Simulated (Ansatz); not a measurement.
# Lattice dynamics of Y3GaC (Pm-3m)

Wanted: vibrations and spectra of Y3GaC (Pm-3m); the cell is already relaxed. After the zone centre comes a 2×2×2 q mesh on a 8×8×8 k mesh.

Main program and level: Ansatz 0.2.0; DFT PBEsol, scalar-relativistic, plane waves, PAW; PAW set soft_1.

## Step 1: The starting structure

Symmetry: Pm-3m, No. 221, cubic system. Conventional cell: a = 4.806 Å, b = 4.806 Å, c = 4.806 Å, α = 90.00°, β = 90.00°, γ = 90.00°. Nearest to Y lie 2 C at 2.40 Å and 4 Ga at 3.40 Å and 8 Y at 3.40 Å. Nearest to Ga lie 12 Y at 3.40 Å. Nearest to C lie 6 Y at 2.40 Å. Farther neighbours are not listed.

## Step 2: Zone-centre response

The cell comes from relaxations at this level that are not shown. The zone centre comes first: it holds the modes that light can see, as far as symmetry allows. No field response is asked, since the mesh shows no gap.

input.yaml

```yaml
crystal:
  lattice:
    - [4.8062686968, 0.0, 0.0]
    - [0.0, 4.8062686968, 0.0]
    - [0.0, 0.0, 4.8062686968]
  atoms:
    - { symbol: "Y", position: [0.5, 0.0, 0.5] }
    - { symbol: "Y", position: [0.5, 0.5, 0.0] }
    - { symbol: "Y", position: [0.0, 0.5, 0.5] }
    - { symbol: Ga, position: [0.0, 0.0, 0.0] }
    - { symbol: C, position: [0.5, 0.5, 0.5] }
kpoints:
  mp_grid: { grid: [8, 8, 8] }
hamiltonian:
  xc: pbesol
  pseudopotentials: { kind: paw, azcp: { folder: soft_1 }, xc_functional: pbe }
scf:
  occupations: { method: methfessel_paxton, width: 0.2 }
output:
  eigenvalues: true
phonons:
  method: dfpt
```

Launch:

```sh
ansatz run input.yaml --threads 4 --pin off --max-ram 10240MiB --backend cpu --events-out ev --progress --plain --runs-dir out
```

Numbers of over 12 decimals in the logs are rounded to 6 here.

Log:

```text
zone centre: on kpoints.mp_grid the ground state, and the responses unless they are solved on pairs of k-points, stand on 125 of the mesh's 512 k-points, reduced under 8 symmetry operations, with k and −k counted as one. Each operation leaves every solved displacement unchanged or reverses it
Engine: ansatz 0.2.0, x86_64-unknown-linux-gnu
Pseudopotentials: kind: paw
Pseudopotential: Y, paw, valence charge 11, recommended cutoff 420 eV (normal), soft_1/Y.paw.azcp
Pseudopotential: Ga, paw, valence charge 13, recommended cutoff 420 eV (normal), soft_1/Ga.paw.azcp
Pseudopotential: C, paw, valence charge 4, recommended cutoff 420 eV (normal), soft_1/C.paw.azcp
Functional definition: PBEsol
  exchange = pbesol_x
  correlation = pbesol_c
Crystal: 5 atoms, lattice volume = 111.026 Å³
Basis set: ecut = 420 eV, 2109 PW (Γ), exchange–correlation on 72×72×72 points (8 copies of the dense FFT grid, shifted against one another)
Bands: 30, of which v1, the nominal top of the filled ones, is band 25 counted from 1 (24 counted from 0)
Symmetry: 48 space group operations
k-points: 125 of 512 (irreducible under 8 space group operations)
Non-local potential: Y, projectors of the file, l = 0: 3, l = 1: 2, l = 2: 2, l = 3: 1
Non-local potential: Ga, projectors of the file, l = 0: 2, l = 1: 2, l = 2: 3, l = 3: 1
Non-local potential: C, projectors of the file, l = 0: 2, l = 1: 2, l = 2: 1
PAW form: soft (Blöchl's): semilocal exchange-correlation on the pseudo side does not see the compensation charge
PAW frozen core: Y, regenerated for the run's functional, and the local potential with it (the file was generated under x = pbe(κ = 0.804, μ = 0.219515), c = pbe(β = 0.066725))
PAW frozen core: Ga, regenerated for the run's functional, and the local potential with it (the file was generated under x = pbe(κ = 0.804, μ = 0.219515), c = pbe(β = 0.066725))
PAW frozen core: C, regenerated for the run's functional, and the local potential with it (the file was generated under x = pbe(κ = 0.804, μ = 0.219515), c = pbe(β = 0.066725))
PAW one-centre angular grid: Y, 590 points (default); XC on 64 Gauss nodes
PAW one-centre angular grid: Ga, 590 points (default); XC on 64 Gauss nodes
PAW one-centre angular grid: C, 110 points (default); XC on 64 Gauss nodes
Initial density: superposition of atomic densities (chi_scale 0.1, normalization cell, long waves kept (reshape's long-wave potential 0.00 eV rms))
Initial wavefunctions: pseudopotential atomic-orbital guess
Functional: x = pbesol(κ = 0.804, μ = 0.123457), c = pbesol(β = 0.046)
SCF iter   1: F=—  HF=-15379.956359 eV  |F-HF|=—  |Δ(HF+E_count)|=         —  Δρ=5.97e-2  dr2=9.72e0  ethr=3.10e-3  ⟨swp⟩=5.1  Hψ=14686  notcnv=0
preconditioner: auto → Kerker (q_TF=auto, 2.389 Å⁻¹)  [metal: Δε(μ)=0.025 eV  Ē_g=14.243 eV  σ=0.200 eV  W_gap=0.11  n_scr=26 (ndim 8)  ℏωp=23.4 eV  f_vac=0.000  D(μ)=4.77/eV (n_scr^D=32)]
SCF iter   2: F=—  HF=-15378.073630 eV  |F-HF|=—  |Δ(HF+E_count)|=    1.88e0  S|Δr|=    0.00e0  Δρ=2.31e-2  dr2=1.25e0  ethr=3.10e-3  ⟨swp⟩=2.4  Hψ=7042  notcnv=0  defer=40
SCF iter   3: F=—  HF=-15377.833484 eV  |F-HF|=—  |Δ(HF+E_count)|=   2.40e-1  S|Δr|=    0.00e0  Δρ=1.31e-2  dr2=3.07e-1  ethr=2.51e-3  ⟨swp⟩=2.0  Hψ=5416  notcnv=0  defer=44
SCF iter   4: F=—  HF=-15377.775919 eV  |F-HF|=—  |Δ(HF+E_count)|=   5.76e-2  S|Δr|=    0.00e0  Δρ=6.00e-3  dr2=4.29e-2  ethr=6.14e-4  ⟨swp⟩=2.0  Hψ=5857  notcnv=0  defer=44
SCF iter   5: F=—  HF=-15377.763874 eV  |F-HF|=—  |Δ(HF+E_count)|=   1.20e-2  S|Δr|=    0.00e0  Δρ=1.77e-3  dr2=3.52e-3  ethr=8.58e-5  ⟨swp⟩=2.6  Hψ=7296  notcnv=0  defer=44
SCF iter   6: F=—  HF=-15377.763006 eV  |F-HF|=—  |Δ(HF+E_count)|=   8.69e-4  S|Δr|=    0.00e0  Δρ=3.75e-4  dr2=1.03e-4  ethr=7.03e-6  ⟨swp⟩=2.4  Hψ=5412  notcnv=0  defer=44
SCF iter   7: F=—  HF=-15377.763073 eV  |F-HF|=—  |Δ(HF+E_count)|=   6.70e-5  S|Δr|=    0.00e0  Δρ=1.21e-4  dr2=2.76e-5  ethr=2.06e-7  ⟨swp⟩=2.0  Hψ=5390  notcnv=0  defer=44
SCF iter   8: F=—  HF=-15377.763065 eV  |F-HF|=—  |Δ(HF+E_count)|=   7.70e-6  S|Δr|=    0.00e0  Δρ=3.25e-5  dr2=2.14e-6  ethr=5.53e-8  ⟨swp⟩=2.0  Hψ=5263  notcnv=0  defer=44
SCF iter   9: F=—  HF=-15377.763065 eV  |F-HF|=—  |Δ(HF+E_count)|=   2.92e-7  S|Δr|=    0.00e0  Δρ=1.21e-5  dr2=2.42e-7  ethr=4.29e-9  ⟨swp⟩=2.0  Hψ=5281  notcnv=0  defer=44
SCF iter  10: F=—  HF=-15377.763065 eV  |F-HF|=—  |Δ(HF+E_count)|=   5.36e-8  S|Δr|=    0.00e0  Δρ=4.39e-6  dr2=1.77e-8  ethr=4.84e-10  ⟨swp⟩=2.0  Hψ=4695  notcnv=0  defer=44
SCF iter  11: F=—  HF=-15377.763065 eV  |F-HF|=—  |Δ(HF+E_count)|=  8.22e-10  S|Δr|=    0.00e0  Δρ=6.04e-7  dr2=2.00e-10  ethr=3.54e-11  ⟨swp⟩=2.0  Hψ=4561  notcnv=0  defer=44
SCF iter  12: F=—  HF=-15377.763065 eV  |F-HF|=—  |Δ(HF+E_count)|=  8.19e-11  S|Δr|=    0.00e0  Δρ=9.91e-8  dr2=1.12e-11  ethr=1.00e-12  ⟨swp⟩=2.0  Hψ=4712  notcnv=0  defer=44
SCF iter  13: F=-15377.763065 eV  HF=-15377.763065 eV  |F-HF|=3.64e-12  |Δ(HF+E_count)|=  5.46e-12  S|Δr|=    0.00e0  Δρ=5.42e-8  dr2=1.90e-12  ethr=1.00e-12  ⟨swp⟩=7.9  Hψ=16706  notcnv=0
SCF 1 converged in 13 iterations: F = -15377.763065 eV  dr2 = 1.90e-12
  greatest PAW one-centre occupation: 0.994 electrons in one spin orbital (limit 2), on the Ga atom at site 3 (counted from 0), in its partial waves of l = 2
DFPT response loops at Γ: preconditioner auto → Kerker (q_TF=auto, 2.389 Å⁻¹) (partly filled bands, converged f_vac=0.000); β = 1.00, the filter's whole step (`scf.mixing.beta` (0.50) is not read by the response loops under this deck's `scf.mixing.preconditioner`; to damp them name `kerker` or `kerker_dos`, under which they read `scf.mixing.beta`, and type it under 1.00, their step now; both keys bind the ground state too); Broyden in place of MSR1
SCF converged after 13 iterations
Stability not checked: this state was not tested for a lower state beside it, because cold or Methfessel-Paxton smearing, or corrected tetrahedra, fill the levels in a way that the test cannot read (fill_not_monotonic; see scf.lower_state_search)
Free energy (F): -15377.763065 eV
Harris-Foulkes:  -15377.763065 eV  (|F-HF|=3.64e-12)
Internal energy: -15377.781130 eV  (E = F + TS)
E sigma→0 (E₀):  -15377.767581 eV
Entropy (-TS):   0.018065 eV (3.613 meV/atom)
Fermi energy:    9.993224 eV
Step filling:    the computed levels leave a gap of 0.0000 eV = 0.0 smearing widths at the electron count; against every level under it full and every level over it empty, smearing changes F+E_penalty+E_count by +3.597 meV and its σ→0 estimate by -0.919 meV
--- Per-component energies (eV) ---
  E_band       = -322.022702
  E_kinetic    = 1148.868942
  E_local      = -3150.009475  (includes V_loc(G=0)·N_el)
  E_nonlocal   = 13.681650
  E_hartree    = 1463.365810
  E_xc         = -643.485097
  E_vxc        = -731.517156  (∫ρ·V_xc dr)
  E_paw        = -10337.267560  (= ΣΔE_a)
  E_vpaw       = -529.778224  (= ΣTr[D̂ρ^β])
  E_aug_tail   = -0.000127  (compensation charges beyond the density's cutoff)
  E_ewald      = -3874.265674
  E_core_change = 1.330400  (= ΣΔE_core)
  E_smearing   = 0.018065  (= −TS)
  E_closure    = -0.000000  (closes the sum)
  Σ components = -15377.763065   (vs F -15377.763065, Δ=0.00e0)
--- Band table (eV; the first three rows and the last of 125) ---
  k-point 0: bands = [... 21 lower, 9.8528, 9.8528, 9.8528, 9.9928, 9.9928, 9.9928, 12.0045, 12.0045, ... 1 higher]
  k-point 1: bands = [... 21 lower, 9.6772, 9.7894, 9.8602, 10.0318, 10.0318, 10.0438, 11.4892, 12.1419, ... 1 higher]
  k-point 2: bands = [... 21 lower, 9.4558, 9.4558, 9.9369, 9.9369, 10.1810, 10.1899, 11.4291, 12.5521, ... 1 higher]
  k-point 124: bands = [... 21 lower, 6.5821, 9.8807, 9.8807, 9.8807, 11.6487, 11.6487, 11.6487, 12.2596, ... 1 higher]
--- Phonons (Γ-DFPT): 4 representative perturbations + reference, on 125 of 512 k-points (Σ response iterations 12) ---
  k mesh reduced under 8 symmetry operations, with k and −k counted as one. Each operation leaves every solved displacement unchanged or reverses it
  ASR residual: 9.657e-5 → 0.000e0 eV/Å²; symmetrization residual: 3.223e-6 eV/Å²
  ASR residual per site (eV/Å²): 2.56e-5 2.56e-5 2.56e-5 9.66e-5 2.36e-5
  Γ frequencies (cm⁻¹): 0.00 0.00 0.00 85.53 85.53 85.53 89.70 89.70 89.70 201.41 201.41 201.41 290.11 290.11 290.11
  non-analytic LO–TO correction: not included (Born effective charges unavailable; polar crystals: no LO–TO splitting at Γ)
```

It took 55 s on 4 threads of Intel Xeon Platinum 8488C (Sapphire Rapids), shared host; peak memory 1.7 GiB.

Numbers from this step:

| Property | Result |
| --- | --- |
| volume per atom | 22.21 Å³ |
| gap on the k-mesh | 0 eV |
| sum-rule residual before enforcement | 9.66e-5 eV/Å² |
| point group | m-3m |
| highest optical mode at the zone centre (no LO-TO term) | 290.1 cm⁻¹ |
| lowest optical zone-centre mode | 85.53 cm⁻¹ |

Patterns of degenerate modes are one choice out of their space. Modes at Γ, with each element's share of the kinetic energy:

| mode | frequency (cm⁻¹) | symmetry | Y % | Ga % | C % |
| --- | --- | --- | --- | --- | --- |
| 1 | 0.0 | acoustic | 77 | 20 | 3 |
| 2 | 0.0 | acoustic | 77 | 20 | 3 |
| 3 | 0.0 | acoustic | 77 | 20 | 3 |
| 4 | 85.5 | T2u | 100 | 0 | 0 |
| 5 | 85.5 | T2u | 100 | 0 | 0 |
| 6 | 85.5 | T2u | 100 | 0 | 0 |
| 7 | 89.7 | T1u | 21 | 79 | 0 |
| 8 | 89.7 | T1u | 21 | 79 | 0 |
| 9 | 89.7 | T1u | 21 | 79 | 0 |
| 10 | 201.4 | T1u | 93 | 1 | 6 |
| 11 | 201.4 | T1u | 93 | 1 | 6 |
| 12 | 201.4 | T1u | 93 | 1 | 6 |
| 13 | 290.1 | T1u | 9 | 0 | 91 |
| 14 | 290.1 | T1u | 9 | 0 | 91 |
| 15 | 290.1 | T1u | 9 | 0 | 91 |

Displacements in mode 5 (85.5 cm⁻¹), the largest set to 1:
```
Y1  -0.02  0.00  1.00
Y2   0.02 -0.85  0.00
Y3   0.00  0.85 -1.00
Ga4  0.00  0.00  0.00
C5   0.00  0.00  0.00
```

Displacements in mode 12 (201.4 cm⁻¹), the largest set to 1:
```
Y1   0.00 -0.09 -0.50
Y2   0.00  0.04  1.00
Y3   0.00  0.04 -0.50
Ga4  0.00  0.01 -0.14
C5   0.00 -0.07  0.82
```

Before it was imposed, the acoustic sum rule was missed by 9.7e-5 eV/Å². Small misses are needed for a sound result but don't prove that mesh and cutoff are converged. The lowest optical mode is real, 85.5 cm⁻¹.

## Step 3: Phonons on a q mesh

Stability and thermal properties need the whole zone. Linear response on a 2×2×2 q mesh gives force constants as far as a supercell of that size would.

Changes to input.yaml since step 2:

```diff
@@ -22 +22,8 @@
   method: dfpt
+  qmesh: [2, 2, 2]
+  temperatures: { t_max: 1000, t_step: 50 }
+  qpath:
+    path:
+      - [[0.0, 0.0, 0.0], [0.0, 0.5, 0.0], [0.5, 0.5, 0.0], [0.0, 0.0, 0.0], [0.5, 0.5, 0.5], [0.0, 0.5, 0.0]]
+      - [[0.5, 0.5, 0.5], [0.5, 0.5, 0.0]]
+    npoints: 10
```

Log:

```text
[...]
Crystal: 5 atoms, lattice volume = 111.026 Å³
Basis set: ecut = 420 eV, 2109 PW (Γ), exchange–correlation on 72×72×72 points (8 copies of the dense FFT grid, shifted against one another)
Bands: 30, of which v1, the nominal top of the filled ones, is band 25 counted from 1 (24 counted from 0)
Symmetry: 48 space group operations
k-points: 35 of 512
[...]
SCF iter   1: F=—  HF=-15379.956379 eV  |F-HF|=—  |Δ(HF+E_count)|=         —  Δρ=5.97e-2  dr2=9.72e0  ethr=3.10e-3  ⟨swp⟩=4.9  Hψ=4018  notcnv=0
[...]
SCF iter  13: F=-15377.763065 eV  HF=-15377.763065 eV  |F-HF|=9.09e-12  |Δ(HF+E_count)|=  5.46e-12  S|Δr|=    0.00e0  Δρ=5.44e-8  dr2=1.94e-12  ethr=1.00e-12  ⟨swp⟩=7.8  Hψ=4653  notcnv=0
SCF 1 converged in 13 iterations: F = -15377.763065 eV  dr2 = 1.94e-12
[...]
iter 1 solved again at ethr=5.69e-8 eV; its pass at ethr=3.10e-3 eV (dr2=2.85e-5 eV) is discarded
SCF iter   1: F=—  HF=-15377.763066 eV  |F-HF|=—  |Δ(HF+E_count)|=         —  Δρ=3.14e-7  dr2=4.67e-11  ethr=5.69e-8  ⟨swp⟩=3.5  Hψ=7192  notcnv=0
eigensolver tolerance schedule: the retry pair's looser diagonalisation over-reported the residual by 609455.84 of it (diagonalisation noise at an unbounded share of the residual, at the tolerance the schedule requests for it); recorded, not acted on — ethr = c·dr2/N_el stays at c = 1.0e-1
[...]
SCF iter   2: F=—  HF=-15377.763065 eV  |F-HF|=—  |Δ(HF+E_count)|=   1.26e-6  S|Δr|=    0.00e0  Δρ=2.01e-7  dr2=2.42e-11  ethr=1.00e-12  ⟨swp⟩=3.2  Hψ=2702  notcnv=0
SCF iter   3: F=-15377.763065 eV  HF=-15377.763065 eV  |F-HF|=5.46e-12  |Δ(HF+E_count)|=  1.27e-11  S|Δr|=    0.00e0  Δρ=1.18e-7  dr2=6.66e-12  ethr=1.00e-12  ⟨swp⟩=2.2  Hψ=2532  notcnv=0
SCF 2 converged in 3 iterations: F = -15377.763065 eV  dr2 = 6.66e-12
phonons: the bands overlap, so this run is a metal and interpolates without the dipole-dipole term. If the crystal is really an insulator or semiconductor, its LO-TO splitting is missing
NSCF: frozen V_eff on 35 k-points
[...]
DFPT response loops at q = (0, 0, 0) (fractional): preconditioner auto → Kerker (q_TF=auto, 2.389 Å⁻¹) (partly filled bands, converged f_vac=0.000); β = 1.00, the filter's whole step (`scf.mixing.beta` (0.50) is not read by the response loops under this deck's `scf.mixing.preconditioner`; to damp them name `kerker` or `kerker_dos`, under which they read `scf.mixing.beta`, and type it under 1.00, their step now; both keys bind the ground state too); Broyden in place of MSR1
[...]
SCF converged after 13 iterations
[...]
Free energy (F): -15377.763065 eV
[...]
Internal energy: -15377.781130 eV  (E = F + TS)
E sigma→0 (E₀):  -15377.767581 eV
Entropy (-TS):   0.018065 eV (3.613 meV/atom)
Fermi energy:    9.993224 eV
[...]
--- Band table (eV; the first three rows and the last of 35) ---
  k-point 0: bands = [... 21 lower, 9.8528, 9.8528, 9.8528, 9.9928, 9.9928, 9.9928, 12.0045, 12.0045, ... 1 higher]
  k-point 1: bands = [... 21 lower, 9.6772, 9.7894, 9.8602, 10.0318, 10.0318, 10.0438, 11.4892, 12.1419, ... 1 higher]
  k-point 2: bands = [... 21 lower, 9.4558, 9.4558, 9.9369, 9.9369, 10.1810, 10.1899, 11.4291, 12.5521, ... 1 higher]
  k-point 34: bands = [... 21 lower, 6.5821, 9.8807, 9.8807, 9.8807, 11.6487, 11.6487, 11.6487, 12.2596, ... 1 higher]
--- Phonons (Γ-DFPT): 4 representative perturbations + reference (Σ response iterations 12) ---
  ASR residual: 9.784e-5 → 0.000e0 eV/Å²; symmetrization residual: 2.145e-6 eV/Å²
  ASR residual per site (eV/Å²): 2.89e-5 2.89e-5 2.89e-5 9.78e-5 2.33e-5
[...]
--- Phonons (arbitrary-q DFPT): 4 irreducible q on the 2×2×2 mesh ---
  q = [0.0000, 0.0000, 0.0000] (star 1, of the zone-centre solve; hermiticity 3.98e-7, symmetrization 6.65e-12): 0.00 0.00 0.00 85.53 85.53 85.53 89.70 89.70 89.70 201.41 201.41 201.41 290.11 290.11 290.11
  q = [0.0000, 0.0000, -0.5000] (star 3, 9 solved perturbations in 975 linear systems a pass and spin channel, the states on 125 of 512 k-point pairs; hermiticity 2.99e-7, symmetrization 8.45e-13): 75.42 75.42 87.86 87.86 92.73 104.54 110.55 110.55 131.24 184.52 184.52 223.15 381.95 381.95 527.69
[...]
sum rule: each row above includes the acoustic sum rule's correction from the zone centre's row sums; it moved no ω² by more than (0.73 cm⁻¹)²
  mesh force constants: q→R imaginary residual 2.28e-18; ASR residual 9.784e-5 → 0.000e0 eV/Å²; symmetrization residual 5.329e-15 eV/Å²
  interpolated dispersion: 62 rows × 15 modes
  density of states and harmonic sums: on the 14×14×14 q-mesh, interpolated from the force constants of a 2×2×2 supercell (no non-analytic term)
  largest difference from the sums on the solved wave vectors: F 2.12e-1 eV, S 2.82e-4 and C_V 6.97e-5 eV/K
  zero-point energy: 0.172635 eV/cell   skipped modes (ω ≤ 0): 53, of them read as no rigid motion or as one in doubt: 50 (3.156e-1 modes/cell left out, lowest -44.18 cm⁻¹)   left out of the sums: 2.11e-2 of the cell's modes: C_V's classical limit lies that fraction below 3 k_B per atom; for a crystal, a wire or a layer, F and S can be off by more, and a phonons.interpolated_qmesh denser along its periods is the remedy for the sampling
```

It took 4.2 min on 4 threads; peak memory 1.4 GiB.

Numbers from this step:

* sum-rule residual before enforcement: 9.78e-5 eV/Å²
* lowest frequency on the path: -44.18 cm⁻¹
* highest frequency on the path or at a solved wavevector: 527.7 cm⁻¹
* lowest mode on the q mesh (acoustic modes at Γ apart): -44.18 cm⁻¹

Frequencies (cm⁻¹) solved at each irreducible wavevector; negative means imaginary. Frequencies by wavevector, by row:

| q in reciprocal lattice units | star | mode 1 | mode 2 | mode 3 | mode 4 | mode 13 | mode 14 | mode 15 |
| --- | --- | --- | --- | --- | --- | --- | --- | --- |
| 0 0 0 | 1 | 0 | 0 | 0 | 85.5 | 290.1 | 290.1 | 290.1 |
| 0 0 -0.5 | 3 | 75.4 | 75.4 | 87.9 | 87.9 | 381.9 | 381.9 | 527.7 |
| 0 -0.5 -0.5 | 3 | -37.4 | 94 | 102 | 102 | 396.5 | 505.1 | 505.1 |
| -0.5 -0.5 -0.5 | 1 | -44.2 | -44.2 | -44.2 | 95.8 | 515.7 | 515.7 | 515.7 |

Interpolated from a 2×2×2 q mesh. The phonon branches at the labelled points (cm⁻¹):

| point | branch 1 | branch 2 | branch 3 | branch 4 | branch 12 | branch 13 | branch 14 | branch 15 |
| --- | --- | --- | --- | --- | --- | --- | --- | --- |
| Γ | 0 | 0 | 0 | 86 | 201 | 290 | 290 | 290 |
| halfway | 55 | 55 | 83 | 89 | 215 | 339 | 339 | 424 |
| X | 75 | 75 | 88 | 88 | 223 | 382 | 382 | 528 |
| halfway | 42 | 91 | 91 | 93 | 240 | 389 | 447 | 516 |
| M | -37 | 94 | 102 | 102 | 257 | 396 | 505 | 505 |
| halfway | 53 | 75 | 85 | 91 | 228 | 365 | 435 | 435 |
| Γ | 0 | 0 | 0 | 86 | 201 | 290 | 290 | 290 |
| halfway | 51 | 59 | 59 | 95 | 239 | 444 | 444 | 444 |
| R | -44 | -44 | -44 | 96 | 282 | 516 | 516 | 516 |
| halfway | 30 | 57 | 59 | 95 | 253 | 452 | 453 | 513 |
| X | 75 | 75 | 88 | 88 | 223 | 382 | 382 | 528 |
| jump to R | -44 | -44 | -44 | 96 | 282 | 516 | 516 | 516 |
| halfway | -41 | 44 | 44 | 95 | 268 | 458 | 510 | 510 |
| M | -37 | 94 | 102 | 102 | 257 | 396 | 505 | 505 |

The phonon density of states has structure finer than the step of the table below, so its rows give means over 25 cm⁻¹, whole bins alone (the curve runs from -42.5 to 528 cm⁻¹). Peaks (cm⁻¹: height): 97.5: 0.259, 192.5: 0.139, 507.5: 0.0451.

Tetrahedra on a 14×14×14 mesh, mean over bins of 5 cm-1. Interpolated from a 2×2×2 q mesh. Phonon density of states against wavenumber; means over each step:

| wavenumber (cm⁻¹) | phonon density of states (1/cm⁻¹/cell) |
| --- | --- |
| -25 | 0.00811 |
| 0 | 0.00484 |
| 25 | 0.00975 |
| 50 | 0.0326 |
| 75 | 0.0620 |
| 100 | 0.157 |
| 125 | 0.0408 |
| 150 | 0.0365 |
| 175 | 0.0375 |
| 200 | 0.0509 |
| 225 | 0.0168 |
| 250 | 0.0177 |
| 275 | 0.00393 |
| 300 | 8.3e-4 |
| 325 | 0.00281 |
| 350 | 0.00549 |
| 375 | 0.0132 |
| 400 | 0.0194 |
| 425 | 0.0143 |
| 450 | 0.0137 |
| 475 | 0.0157 |
| 500 | 0.0290 |

(Continued in part 2 of 2.)

[Logs are printed without paths, hosts, clocks, repeated set-up lines and the standing remarks that a program may print on its own settings, such as how far it seeks lower states.]

[Hosts, paths, dates, database ids (printed as entryN), source tags and the programs' standing remarks are cut or masked in the printed files.]
